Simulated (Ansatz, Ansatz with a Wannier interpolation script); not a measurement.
Rows from a G0W0 calculation on GaN (P6_3mc) (Ansatz 0.2.0; G0W0 on LDA, plane waves, PAW; PAW set soft_1; 9×9×4 mesh, 207 empty bands, screening to 160 eV, PAW set soft_1 files), in eV. Spin-orbit coupling is left out.

The database entry behind the starting cell differs from later determinations by our own check (about 0.3 % short, ideal inner coordinate), so it need not match the best structure at ambient conditions.

```csv
row,k,band,start,Σx,Σc at the solution,Vxc
A,Γ,v6,2.247,-20.276,4.652,-14.956
B,Γ,v1,9.469,-23.836,2.833,-20.492
C,Γ,c1,11.446,-11.723,-3.748,-16.164
D,Γ,v4,8.395,-22.898,3.092,-19.206
E,Γ,c2,13.667,-10.386,-4.535,-15.853
F,Γ,v3,9.406,-23.739,2.846,-20.378
```

**Question.** Give the quasiparticle energies and the shift of each level.

The quasiparticle equation reads E = start + Σx + Σc(E) − Vxc.

```csv
row,E (eV),shift (eV)
A,1.579,−0.668
B,8.958,−0.511
C,12.139,+0.693
D,7.795,−0.600
E,14.599,+0.932
F,8.890,−0.516
```

Limits: not at the basis limit; no spin-orbit coupling.

[Paths, hosts, dates, memory and timing lines, banners, echoed tables and standing remarks are left out of the program output.]

[Logs are printed without paths, hosts, clocks, repeated set-up lines and the standing remarks that a program may print on its own settings, such as how far it seeks lower states.]

[Runs of the session that timed out or met a known fault of the program may be left out.]

[Hosts, paths, dates, database ids (printed as entryN), source tags and the programs' standing remarks are cut or masked in the printed files.]
